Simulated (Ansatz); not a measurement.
# Na chain started as a strip of triangles: period, moment and channels by functional, part 4 of 4

How many channels does the Na chain started as a strip of triangles carry, and how sure is the answer?

Ansatz 0.2.0; DFT PBE, plane waves, PAW; relaxation of a chain's period (the session's first sound run).

So far. Step 11 (Relaxing the period, cutoff 1440 eV): The cell's length comes to 3.527 Å, +0.1 % against the first run, with no moment. Step 12 (Relaxation of atoms and period): The cell's length comes to 3.525 Å, -0.0 % against the first run, with spin left out.

### 14. The same system on other settings: output.transmission.temperature = 200.0

This step: DFT PBE, plane waves, PAW; channels and complex bands of a perfect chain; changed: output.transmission.temperature = 200.0 (Ansatz 0.2.0).

The atoms of the run on the perfect lead (PBE) are kept and the input is varied, to see whether the result depends on it. The ELF is not written this time.

The input, input.yaml:

```yaml
crystal:
  lattice:
    - [13.5, 0.0, 0.0]
    - [0.0, 12.0, 0.0]
    - [0.0, 0.0, 3.5247846784]
  atoms:
    - { symbol: Na, position: [0.386233739, 0.5, 0.0] }
    - { symbol: Na, position: [0.613766261, 0.5, 0.5] }
kpoints:
  mp_grid: { grid: [1, 1, 23] }
  band_path: { path: ["Γ", Z], npoints: 60 }
scf:
  occupations: { method: fermi_dirac, width: 0.05 }
hamiltonian:
  xc: pbe
output:
  transmission:
    e_range: [-2, 2]
    de: 0.035
    kmesh: [1, 1]
    reduced_basis: true
    leads: [[0, 0]]
    temperature: 200.0
  dos: { projected: true, e_range: [-6, 4] }
  write_potential: true
  write_density: true
  volumetric_format: npy
```

Run with:

```console
> ansatz run input.yaml --threads 8 --pin off --max-ram 16384MiB --backend cpu --events-out ev --progress --plain --runs-dir out
```

Numbers of over 12 decimals in the logs are rounded to 6 here.

Output:

```text
[...]
Crystal: 2 atoms, lattice volume = 571.015 Å³
Basis set: ecut = 420 eV, 11131 PW (Γ)
Bands: 13, of which v1, the nominal top of the filled ones, is band 9 counted from 1 (8 counted from 0)
Symmetry: 8 space group operations
[...]
k-points: 12 of 23
[...]
SCF iter   1: F=—  HF=-2971.916024 eV  |F-HF|=—  |Δ(HF+E_count)|=         —  Δρ=1.11e-3  dr2=7.07e-2  ethr=1.77e-3  ⟨swp⟩=7.2  Hψ=1059  notcnv=0
[...]
SCF iter   7: F=-2971.902115 eV  HF=-2971.902115 eV  |F-HF|=1.25e-8  |Δ(HF+E_count)|=   8.86e-7  Δρ=1.34e-6  dr2=2.84e-8  ethr=5.56e-10  ⟨swp⟩=5.2  Hψ=573  notcnv=0
SCF 1 converged in 7 iterations: F = -2971.902115 eV  dr2 = 2.84e-8
[...]
transmission: 5 of 30 steps passed
transmission: 10 of 30 steps passed
[...]
transmission: 30 of 30 steps passed
[...]
SCF converged after 7 iterations
Free energy (F): -2971.902115 eV
[...]
Internal energy: -2971.888448 eV  (E = F + TS)
E sigma→0 (E₀):  -2971.895282 eV
Entropy (-TS):   -0.013667 eV (-6.834 meV/atom)
Fermi energy:    -2.086841 eV
[...]
--- Band table (eV; the first three rows and the last of 12) ---
  k-point 0: bands = [... 5 lower, -27.4587, -27.4485, -27.4432, -3.8050, -2.2987, -1.1387, -0.8294, 0.0782]
  k-point 1: bands = [... 5 lower, -27.4589, -27.4490, -27.4438, -3.7816, -2.2755, -1.1166, -0.8073, 0.1006]
  k-point 2: bands = [... 5 lower, -27.4594, -27.4503, -27.4456, -3.7112, -2.2063, -1.0500, -0.7410, 0.1676]
  k-point 11: bands = [... 5 lower, -27.4796, -27.4638, -27.4626, -1.0745, -0.6153, 0.5848, 1.0410, 1.5480]
--- Transmission ---
  basis      : 1421 plane waves across, 5 finite elements along
  points     : 1, standing for a mesh of 1 x 1
[...]
crystal 0  : Na2, at the sites [0, 0], period 3.5248 Å: whole cells are its period
[...]
channels       : 2.000000e0 a spin
    conductance    : none, the energies end too early or step too widely for 200 K: set another output.transmission.e_range or a lower de, or, where they end at an eighth of basis.ecutwfc, a higher one
```

The job ended after 35 s (8 threads of AMD EPYC 9R14 (Zen 4), shared host; peak memory 1.5 GiB).

This step gave:

* energy at zero smearing: -2971.8953 eV

The open channels of the lead, one spin by energy, zero at the Fermi level:

```
energy (eV)  open channels of the lead, one spin
     -1.790                                    0
     -1.615                                    1
     -1.405                                    1
     -1.195                                    1
     -0.985                                    1
     -0.810                                    1
     -0.600                                    1
     -0.390                                    1
     -0.215                                    1
     -0.005                                    2
      0.205                                    2
      0.415                                    2
      0.590                                    2
      0.800                                    2
      1.010                                    3
      1.185                                    3
      1.395                                    4
      1.605                                    4
      1.815                                    2
```

It took 35 s against 31 s for the run it varies; the program gives no conductance for this window, step and temperature, so that result is lost.

The channels at the energy nearest the Fermi level, one spin stays within 0.2 % plus 0.001 of the run it varies.

### 15. The same system on other settings

This step: DFT PBE, plane waves, PAW; channels and complex bands of a perfect chain; changed: accuracy = "high", kpoints.mp_grid.grid = [1, 1, 12] (Ansatz 0.2.0).

The atoms of the run on the perfect lead (PBE) are kept and the input is varied, to see whether the result depends on it. The ELF is not written this time.

input.yaml: that of step 14 with these lines changed.

```diff
@@ -9,3 +9,3 @@
 kpoints:
-  mp_grid: { grid: [1, 1, 23] }
+  mp_grid: { grid: [1, 1, 12] }
   band_path: { path: ["Γ", Z], npoints: 60 }
@@ -22,3 +22,2 @@
     leads: [[0, 0]]
-    temperature: 200.0
   dos: { projected: true, e_range: [-6, 4] }
@@ -27 +26,2 @@
   volumetric_format: npy
+accuracy: high
```

Output:

```text
[...]
Crystal: 2 atoms, lattice volume = 571.015 Å³
Basis set: ecut = 420 eV, 11131 PW (Γ)
Bands: 13, of which v1, the nominal top of the filled ones, is band 9 counted from 1 (8 counted from 0)
Symmetry: 8 space group operations
[...]
k-points: 7 of 12
[...]
SCF iter   1: F=—  HF=-2971.921320 eV  |F-HF|=—  |Δ(HF+E_count)|=         —  Δρ=9.93e-4  dr2=5.66e-2  ethr=1.77e-3  ⟨swp⟩=7.0  Hψ=614  notcnv=0
[...]
SCF iter   7: F=-2971.910209 eV  HF=-2971.910209 eV  |F-HF|=4.83e-9  |Δ(HF+E_count)|=   3.89e-7  Δρ=8.00e-7  dr2=8.53e-9  ethr=5.56e-10  ⟨swp⟩=4.6  Hψ=327  notcnv=0
SCF 1 converged in 7 iterations: F = -2971.910209 eV  dr2 = 8.53e-9
[...]
transmission: 5 of 30 steps passed
transmission: 10 of 30 steps passed
[...]
transmission: 30 of 30 steps passed
[...]
SCF converged after 7 iterations
Free energy (F): -2971.910209 eV
[...]
Internal energy: -2971.900676 eV  (E = F + TS)
E sigma→0 (E₀):  -2971.905443 eV
Entropy (-TS):   -0.009533 eV (-4.766 meV/atom)
Fermi energy:    -2.081240 eV
[...]
--- Band table (eV; the first three rows and the last of 7) ---
  k-point 0: bands = [... 5 lower, -27.4494, -27.4392, -27.4339, -3.7947, -2.2955, -1.1319, -0.8277, 0.0814]
  k-point 1: bands = [... 5 lower, -27.4500, -27.4409, -27.4361, -3.7086, -2.2106, -1.0505, -0.7466, 0.1634]
  k-point 2: bands = [... 5 lower, -27.4526, -27.4447, -27.4421, -3.4512, -1.9571, -0.8061, -0.5032, 0.4096]
  k-point 6: bands = [... 5 lower, -27.4704, -27.4539, -27.4539, -0.8319, -0.8319, 0.8044, 0.8044, 1.8052]
--- Transmission ---
  basis      : 1421 plane waves across, 5 finite elements along
  points     : 1, standing for a mesh of 1 x 1
[...]
crystal 0  : Na2, at the sites [0, 0], period 3.5248 Å: whole cells are its period
[...]
filled         : 16.1 meV over the level at which it is neutral
    channels       : 2.000000e0 a spin
[...]
```

Run time: 32 s. Hardware: 8 threads; peak memory 1.5 GiB.

Residual by cycle:

cycle, log10 residual and a bar from the least value:
```
        1       -1.2 ##############################
        2       -2.8 #######################
        3       -3.3 #####################
        4       -4.6 ###############
        5       -5.4 ############
        6       -6.7 ######
        7       -8.1
```

The run finished with changed settings (accuracy = "high" and kpoints.mp_grid.grid = [1, 1, 12]); it serves as a test.

### 16. What came out

| Item | Value |
| --- | --- |
| cell length, PBE | 3.525 Å |
| cell length, RPBE | 3.606 Å |
| cell length, PBEsol | 3.511 Å |
| cell length, LDA | 3.402 Å |
| cell length, PBE, JTH files | 3.527 Å |
| cell length, PBE, no spin | 3.525 Å |
| conductance, PBE | 2.00 G₀ |
| conductance, RPBE | 2.00 G₀ |
| conductance, PBEsol | 2.00 G₀ |
| conductance, LDA | 2.00 G₀ |

What this shows: Under PBE the cell's length is 3.52 Å, no moment survives, and it is a metal with 2 channels a spin next to the Fermi level, 2.00 G₀ at 300 K. The cell's length spans 6.0 % over the functionals, shortest under LDA and longest under RPBE. A perfect wire passes every open channel, so the conductance counts half a G₀ for each forward-moving state at the Fermi level, spin by spin. At the relaxed period it forms two rows 3.07 Å apart, with 3.54 Å between atoms of unlike rows and 3.52 Å along a row: a strip of triangles. Transport is coherent and elastic here: the atoms are frozen, so scattering by vibrations plays no part.

[Logs are printed without paths, hosts, clocks, repeated set-up lines and the standing remarks that a program may print on its own settings, such as how far it seeks lower states.]

[Hosts, paths, dates, database ids (printed as entryN), source tags and the programs' standing remarks are cut or masked in the printed files.]
